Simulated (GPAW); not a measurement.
## SnO: G0W0 on several meshes in GPAW

How does the mesh move the gap of SnO?

Main program and level: GPAW 26.7.0; LDA and many-body steps on it, plane waves.

### Step 1. The structure

The cell holds 4 atoms: 2 Sn and 2 O. Its edges and angles: a = 3.799 Å, b = 3.799 Å, c = 13.300 Å, α = 90.0°, β = 90.0°, γ = 90.0°. It derives from SnO. Vacuum lies along c.

Coordinates:

```xyz
4
Lattice="3.7986 0.0000 0.0000 0.0000 3.7986 0.0000 0.0000 0.0000 13.3000" Properties=species:S:1:pos:R:3
Sn    1.8993    0.0000    7.7968
Sn    0.0000    1.8993    5.5032
O     0.0000    0.0000    6.6500
O     1.8993    1.8993    6.6500
```

### Step 2. Empty states on the mesh, 10×10×1 mesh, 321 bands

This step: GPAW 26.7.0; DFT, LDA, plane waves, PAW.

The sums over transitions need many empty states on a uniform mesh; this step solves for them.

File run.py:

```python
import json
import numpy as np
from gpaw.mpi import world
from gpaw import GPAW

calc = GPAW('gs.gpw').fixed_density(kpts={'size': (10, 10, 1), 'gamma': True},
    nbands=374,
    convergence={'bands': 321},
    update_fermi_level=True,
    txt='nscf.txt')
calc.write('full.gpw', mode='all')
res = {}
kpts = calc.get_ibz_k_points()
res['kpts'] = kpts
res['eigenvalues'] = [calc.get_eigenvalues(kpt=k) for k in range(len(kpts))]
res['n_electrons'] = calc.get_number_of_electrons()

if world.rank == 0:
    with open('result.json', 'w') as f:
        json.dump(res, f, default=lambda x: x.tolist())
```

The run is started by

```
mpirun -n 4 gpaw python run.py
```

Numbers of over 12 decimals in the logs are rounded to 6 here.

Output:

```text
Diagonalizing LCAO Hamiltonian
Converting LCAO to pw mode
convergence criteria:
- Maximum integral of absolute [eigenst]ate change: 4e-08 eV^2 / valence electron
maximum number of iterations: 100

SCF iterations
|iter     |     time |      energy | eigst |  dens |
|iter:   1|  |             | +4.55 |       |
|iter:   2|  |             | +3.35 |       |
|iter:   3|  |             | +2.23 |       |
[...]
|iter:  15|  |             | -6.93 |       |
|iter:  16|  |             | -7.29 |       |
|iter:  17|  |             | -7.62c|       |
SCF steps: 17
  __  _  _
 | _ |_)|_||  |
 |__||  | ||/\| - 26.7.0

Input parameters:
  mode=PW(ecut=600.0),
  convergence={'bands': 321},
  gpts=array([24, 24, 80]),
  kpts=MonkhorstPack(size=(10, 10, 1), gamma=True),
  maxiter=100,
  nbands=374,
  occupations=Occupations(name='fermi-dirac', width=0.001, fixmagmom=False),
  parallel={},
  xc=XC(name='LDA')
# Writing to full.gpw (mode='all')
  [... matrices ...]

timing:  # [seconds]
  Total: 0.270  # ━━━━━━━━━━━━━━━━━━━━━━━━━━━━━━━━━━━━━━━━━━━━━━━━━━━━━━━━━━━
```

Elapsed: 12 min, on 4 MPI ranks of Arm Neoverse V1, shared host; peak memory 2.2 GiB.

This step gave:

| Property | Result |
| --- | --- |
| gap | 2.773 eV |
| k of the valence top | 0.2, 0.2, 0 |
| k of the conduction bottom | 0, 0, 0 |
| least direct gap | 2.821 eV |
| k points computed | 21 |
| lowest point of the top converged band, above the valence top | 77.0495 eV |

On this mesh the gap is 2.773 eV.

### Step 3. 10×10×1

G0W0 replaces the xc potential by the self-energy, built once from these orbitals. Only a window of levels is corrected, while the sums run over the empty bands that the input names.

This step: G0W0 on LDA, plane waves, PAW.

File run.py:

```python
import json
import numpy as np
from gpaw.mpi import world
from gpaw.response.g0w0 import G0W0

gw = G0W0('full.gpw',
    filename='gw',
    kpts=[0, 5],
    bands=(18, 22),
    ecut=48,
    nbands=144,
    truncation='2D',
    integrate_gamma='sphere',
    q0_correction=True,
    frequencies={'type': 'nonlinear', 'domega0': 0.15, 'omega2': 15.0},
    eta=0.1,
    nblocksmax=True)
gw.calculate()
res = {mode: {k: v for k, v in r.items() if k != 'sigma_eskwn'}
       for mode, r in gw.all_results.items()}

if world.rank == 0:
    with open('result.json', 'w') as f:
        json.dump(res, f, default=lambda x: x.tolist())
```

The run is started by

```
mpirun -n 4 gpaw python run.py
```

Output:

```text
Using integrator: PointIntegrator
NonLinearFrequencyDescriptor(from 0.000 to 66.134 eV, 157 points)
Nonperiodic BCs:  [False False  True]
Using integrator: PointIntegrator
NonLinearFrequencyDescriptor(from 0.000 to 66.134 eV, 157 points)
Nonperiodic BCs:  [False False  True]
Applying analytical 2D correction to W:
    Evaluating Gamma point contribution to W on a 11x11x1 grid
  ___  _ _ _
 |   || | | |
 | | || | | |
 |__ ||_____|
 |___|

BZ k-points: Symmetries present (total): 8

  [... matrices ...]
100 k-points: 10 x 10 x 1 Monkhorst-Pack grid + [1/20,1/20,0.000000]
21 k-points in the irreducible part of the Brillouin zone
       k-points in crystal coordinates                weights
   0:     0.00000000    0.00000000    0.00000000          1/100
   1:     0.10000000    0.00000000    0.00000000          4/100
   2:     0.10000000    0.10000000    0.00000000          4/100
   3:     0.20000000    0.00000000    0.00000000          4/100
   4:     0.20000000    0.10000000    0.00000000          8/100
   5:     0.20000000    0.20000000    0.00000000          4/100
   6:     0.30000000    0.00000000    0.00000000          4/100
   7:     0.30000000    0.10000000    0.00000000          8/100
   8:     0.30000000    0.20000000    0.00000000          8/100
   9:     0.30000000    0.30000000    0.00000000          4/100
          ...
  20:     0.50000000    0.50000000    0.00000000          1/100

Distributing spins, k-points and bands (1 x 2 x 4) over 1 process
Number of blocks: 4

Quasi particle states:
k-points (IBZ indices): [0, 5]
Band range: (18, 22)
  [... matrices ...]
Computational parameters:
Plane wave cut-off: 48 eV
Number of bands: 144
Coulomb cutoff: 2D
Broadening: 0.1 eV

fxc modes: GW
Kernel: RPA
Using full-frequency real axis integration
Summing all q:

Calculating screened Coulomb potential
2D Coulomb truncation
NonLinearFrequencyDescriptor(from 0.000 to 66.134 eV, 157 points)
Removing empty qpoint cache files...

Calculating chi0 body with:
    Ground state adapter containing:
    Number of spins: 1
    Number of kpoints: 100
    Number of irreducible kpoints: 21
    Number of completely occupied states: 20
    Number of partially occupied states: 20
    Occupied states memory: 14.0625 M / cpu

    Linear response parametrization:
    q_c: [1.3877787807814457e-17, 1.3877787807814457e-17, 0.0]
    Number of frequency points: 157
    Planewave cutoff: 48.0
    Number of bands: 144
    Number of planewaves: 131
    Broadening (eta): 0.1
    comm.size: 4
    kncomm.size: 1
    blockcomm.size: 4

    Memory estimate of potentially large arrays:
        chi0_wGG: 10.277851 M / cpu
Integrating chi0 body.

Symmetries of q_c:
    Direct symmetries (Uq -> q): 8
    Indirect symmetries (TUq -> q): 8
In total 16 allowed symmetries.

  [... matrices ...]
21 groups of equivalent kpoints. 79.0% reduction.

Integral kind: spectral function
Integrating chi0 head and wings.

Symmetries of q_c:
    Direct symmetries (Uq -> q): 8
    Indirect symmetries (TUq -> q): 8
In total 16 allowed symmetries.

  [... matrices ...]
21 groups of equivalent kpoints. 79.0% reduction.

Integral kind: spectral function wings
1546.032204s |

Calculating chi0 body with:
    Ground state adapter containing:
    Number of spins: 1
    Number of kpoints: 100
    Number of irreducible kpoints: 21
    Number of completely occupied states: 20
    Number of partially occupied states: 20
[... the further q-points ...]

Results:
f:      Occupation numbers
eps:     KS-eigenvalues [eV]
vxc:     KS vxc [eV]
exx:     Exact exchange [eV]
sigma:   Self-energies [eV]
dsigma:  Self-energy derivatives
Z:       Renormalization factors
qp:      QP-energies [eV]

k-point 0 (0): (0.000, 0.000, 0.000)                GW
band       f     eps     vxc     exx   sigma  dsigma       Z      qp
                                                                   GW
  18   1.000  -3.645 -20.935 -25.832   4.451  -0.371   0.729  -3.971
  19   1.000  -1.680 -15.946 -18.845   2.156  -0.312   0.762  -2.246
  20   0.000   1.141 -12.401  -7.516  -2.751  -0.219   0.820   2.890
  21   0.000   1.384 -11.308  -7.316  -2.411  -0.210   0.827   2.692

k-point 1 (5): (0.200, 0.200, 0.000)                GW
band       f     eps     vxc     exx   sigma  dsigma       Z      qp
                                                                   GW
  18   1.000  -3.332 -21.344 -26.193   4.432  -0.366   0.732  -3.637
  19   1.000  -1.632 -16.256 -18.947   2.036  -0.304   0.767  -2.135
  20   0.000   2.132 -11.138  -6.590  -2.737  -0.248   0.801   3.582
  21   0.000   2.575 -12.726  -8.091  -2.554  -0.249   0.801   4.242
```

It took 14 min on 4 MPI ranks; peak memory 3.9 GiB; 56 min of CPU time.

Numbers from this step:

| Item | Value |
| --- | --- |
| G0W0 gap on the points computed | 4.826 eV |
| least direct G0W0 gap on the computed points | 4.938 eV |
| Z at the valence top | 0.7670 |
| Z at the conduction bottom | 0.8266 |
| starting gap on the mesh | 2.773 eV |
| k of the valence top | 0.2, 0.2, 0 |
| k of the conduction bottom | 0, 0, 0 |

The gap on the mesh goes from 2.77 eV to 4.83 eV, a correction of +2.05 eV.

### Step 4. Empty states on the mesh, 6×6×1 mesh, 154 bands

This step: DFT, LDA, plane waves, PAW.

File run.py:

```python
import json
import numpy as np
from gpaw.mpi import world
from gpaw import GPAW

calc = GPAW('gs.gpw').fixed_density(kpts={'size': (6, 6, 1), 'gamma': True},
    nbands=179,
    convergence={'bands': 154},
    update_fermi_level=True,
    txt='nscf.txt')
calc.write('full.gpw', mode='all')
res = {}
kpts = calc.get_ibz_k_points()
res['kpts'] = kpts
res['eigenvalues'] = [calc.get_eigenvalues(kpt=k) for k in range(len(kpts))]
res['n_electrons'] = calc.get_number_of_electrons()

if world.rank == 0:
    with open('result.json', 'w') as f:
        json.dump(res, f, default=lambda x: x.tolist())
```

The run is started by

```
mpirun -n 4 gpaw python run.py
```

Output:

```text
Diagonalizing LCAO Hamiltonian
Converting LCAO to pw mode
convergence criteria:
- Maximum integral of absolute [eigenst]ate change: 4e-08 eV^2 / valence electron
maximum number of iterations: 100

SCF iterations
|iter     |     time |      energy | eigst |  dens |
|iter:   1|  |             | +4.13 |       |
|iter:   2|  |             | +2.83 |       |
|iter:   3|  |             | +1.75 |       |
[...]
|iter:  13|  |             | -6.80 |       |
|iter:  14|  |             | -7.19 |       |
|iter:  15|  |             | -7.66c|       |
SCF steps: 15
  __  _  _
 | _ |_)|_||  |
 |__||  | ||/\| - 26.7.0

Input parameters:
  mode=PW(ecut=600.0),
  convergence={'bands': 154},
  gpts=array([24, 24, 80]),
  kpts=MonkhorstPack(size=(6, 6, 1), gamma=True),
  maxiter=100,
  nbands=179,
  occupations=Occupations(name='fermi-dirac', width=0.001, fixmagmom=False),
  parallel={},
  xc=XC(name='LDA')
# Writing to full.gpw (mode='all')
  [... matrices ...]

timing:  # [seconds]
  Total: 0.112  # ━━━━━━━━━━━━━━━━━━━━━━━━━━━━━━━━━━━━━━━━━━━━━━━━━━━━━━━━━━━
```

Elapsed: 99 s, on 4 MPI ranks; peak memory 1.1 GiB.

Numbers from this step:

```yaml
gap: 2.771 eV
k_of_the_valence_top: 0.1667, 0.1667, 0
k_of_the_conduction_bottom: 0, 0, 0
least_direct_gap: 2.821 eV
k_points_computed: 10
lowest_point_of_the_top_converged_band_above_the_valence_top: 44.73 eV
```

On this mesh the gap is 2.771 eV.

### Step 5. 6×6×1

This step: G0W0 on LDA, plane waves, PAW.

File run.py:

```python
import json
import numpy as np
from gpaw.mpi import world
from gpaw.response.g0w0 import G0W0

gw = G0W0('full.gpw',
    filename='gw',
    kpts=[0, 2],
    bands=(18, 22),
    ecut=48,
    nbands=144,
    truncation='2D',
    integrate_gamma='sphere',
    q0_correction=True,
    frequencies={'type': 'nonlinear', 'domega0': 0.15, 'omega2': 15.0},
    eta=0.1,
    nblocksmax=True)
gw.calculate()
res = {mode: {k: v for k, v in r.items() if k != 'sigma_eskwn'}
       for mode, r in gw.all_results.items()}

if world.rank == 0:
    with open('result.json', 'w') as f:
        json.dump(res, f, default=lambda x: x.tolist())
```

The run is started by

```
mpirun -n 4 gpaw python run.py
```

Output:

```text
Using integrator: PointIntegrator
NonLinearFrequencyDescriptor(from 0.000 to 66.134 eV, 157 points)
Nonperiodic BCs:  [False False  True]
Using integrator: PointIntegrator
NonLinearFrequencyDescriptor(from 0.000 to 66.134 eV, 157 points)
Nonperiodic BCs:  [False False  True]
Applying analytical 2D correction to W:
    Evaluating Gamma point contribution to W on a 19x19x1 grid
  ___  _ _ _
 |   || | | |
 | | || | | |
 |__ ||_____|
 |___|

BZ k-points: Symmetries present (total): 8

  [... matrices ...]
36 k-points: 6 x 6 x 1 Monkhorst-Pack grid + [1/12,1/12,0.000000]
10 k-points in the irreducible part of the Brillouin zone
       k-points in crystal coordinates                weights
   0:     0.00000000    0.00000000    0.00000000          1/36
   1:     0.16666667    0.00000000    0.00000000          4/36
   2:     0.16666667    0.16666667    0.00000000          4/36
[...]
8:     0.50000000    0.33333333    0.00000000          4/36
   9:     0.50000000    0.50000000    0.00000000          1/36

Distributing spins, k-points and bands (1 x 2 x 4) over 1 process
Number of blocks: 4

Quasi particle states:
k-points (IBZ indices): [0, 2]
Band range: (18, 22)
  [... matrices ...]
Computational parameters:
Plane wave cut-off: 48 eV
Number of bands: 144
Coulomb cutoff: 2D
Broadening: 0.1 eV

fxc modes: GW
Kernel: RPA
Using full-frequency real axis integration
Summing all q:

Calculating screened Coulomb potential
2D Coulomb truncation
NonLinearFrequencyDescriptor(from 0.000 to 66.134 eV, 157 points)
Removing empty qpoint cache files...

Calculating chi0 body with:
    Ground state adapter containing:
    Number of spins: 1
    Number of kpoints: 36
    Number of irreducible kpoints: 10
    Number of completely occupied states: 20
[...]
q_c: [1.3877787807814457e-17, 1.3877787807814457e-17, 0.0]
    Number of frequency points: 157
    Planewave cutoff: 48.0
    Number of bands: 144
    Number of planewaves: 131
    Broadening (eta): 0.1
    comm.size: 4
    kncomm.size: 1
    blockcomm.size: 4

    Memory estimate of potentially large arrays:
        chi0_wGG: 10.277851 M / cpu
Integrating chi0 body.

Symmetries of q_c:
    Direct symmetries (Uq -> q): 8
    Indirect symmetries (TUq -> q): 8
In total 16 allowed symmetries.

  [... matrices ...]
10 groups of equivalent kpoints. 72.222222% reduction.

Integral kind: spectral function
Integrating chi0 head and wings.

Symmetries of q_c:
    Direct symmetries (Uq -> q): 8
    Indirect symmetries (TUq -> q): 8
In total 16 allowed symmetries.

  [... matrices ...]
10 groups of equivalent kpoints. 72.222222% reduction.

Integral kind: spectral function wings

Calculating chi0 body with:
    Ground state adapter containing:
    Number of spins: 1
    Number of kpoints: 36
    Number of irreducible kpoints: 10
    Number of completely occupied states: 20
    Number of partially occupied states: 20
[... the further q-points ...]

Results:
f:      Occupation numbers
eps:     KS-eigenvalues [eV]
vxc:     KS vxc [eV]
exx:     Exact exchange [eV]
sigma:   Self-energies [eV]
dsigma:  Self-energy derivatives
Z:       Renormalization factors
qp:      QP-energies [eV]

k-point 0 (0): (0.000, 0.000, 0.000)                GW
band       f     eps     vxc     exx   sigma  dsigma       Z      qp
                                                                   GW
  18   1.000  -3.645 -20.935 -25.833   4.445  -0.372   0.729  -3.976
  19   1.000  -1.680 -15.946 -18.844   2.145  -0.309   0.764  -2.255
  20   0.000   1.141 -12.401  -7.516  -2.753  -0.222   0.818   2.885
[...]
k-point 1 (2): (0.167, 0.167, 0.000)                GW
band       f     eps     vxc     exx   sigma  dsigma       Z      qp
                                                                   GW
[...]
20   0.000   2.239 -12.915  -8.165  -2.609  -0.246   0.803   3.957
  21   0.000   2.429 -12.126  -7.502  -2.784  -0.254   0.798   3.897
```

It took 2.4 min on 4 MPI ranks; peak memory 2.1 GiB; 9.6 min of CPU time.

This step gave:

| Property | Result |
| --- | --- |
| G0W0 gap on the points computed | 4.831 eV |
| least direct G0W0 gap on the computed points | 4.930 eV |
| Z at the valence top | 0.7656 |
| Z at the conduction bottom | 0.8210 |
| starting gap on the mesh | 2.771 eV |
| k of the valence top | 0.1667, 0.1667, 0 |
| k of the conduction bottom | 0, 0, 0 |

Against G0W0 in GPAW (10×10×1 mesh, 144 bands, screening to 48 eV, full frequency, Hilbert transform), the gap moves by +0.005 eV.

### Step 6. The runs together

Times are wall times on 4 MPI ranks of Arm Neoverse V1, shared host, good to a factor of about two.

```tsv
run	mesh	bands	screening cutoff (eV)	DFT gap (eV)	gap on the mesh (eV)	direct (eV)	time
10×10×1	10×10×1	144	48	2.773	4.826	4.938	14 min
6×6×1	6×6×1	144	48	2.771	4.831	4.930	2.4 min
```

### Step 7. Summary of results

```json
{
 "10×10×1": "4.826 eV",
 "6×6×1": "4.831 eV",
 "known limits": "not at the basis limit; no spin-orbit coupling"
}
```

In words: 6×6×1: +0.005 eV against 10×10×1. Bands and cutoff are finite, so the gap is not at the basis limit. The miss can reach some tenths of an eV and take either sign; the mesh is an error of its own. These stock PAW sets were not made for GW. In the G0W0 runs levels were corrected at 2 k points alone, so a gap called «on the mesh» is the least over those, and an edge elsewhere would be missed. The many-body steps are scalar-relativistic: spin-orbit coupling is not in them.

[Paths, hosts, dates, memory and timing lines, banners, echoed tables and standing remarks are left out of the program output.]

[Logs are printed without paths, hosts, clocks, repeated set-up lines and the standing remarks that a program may print on its own settings, such as how far it seeks lower states.]

[Runs of the session that timed out or met a known fault of the program may be left out.]

[Hosts, paths, dates, database ids (printed as entryN), source tags and the programs' standing remarks are cut or masked in the printed files.]
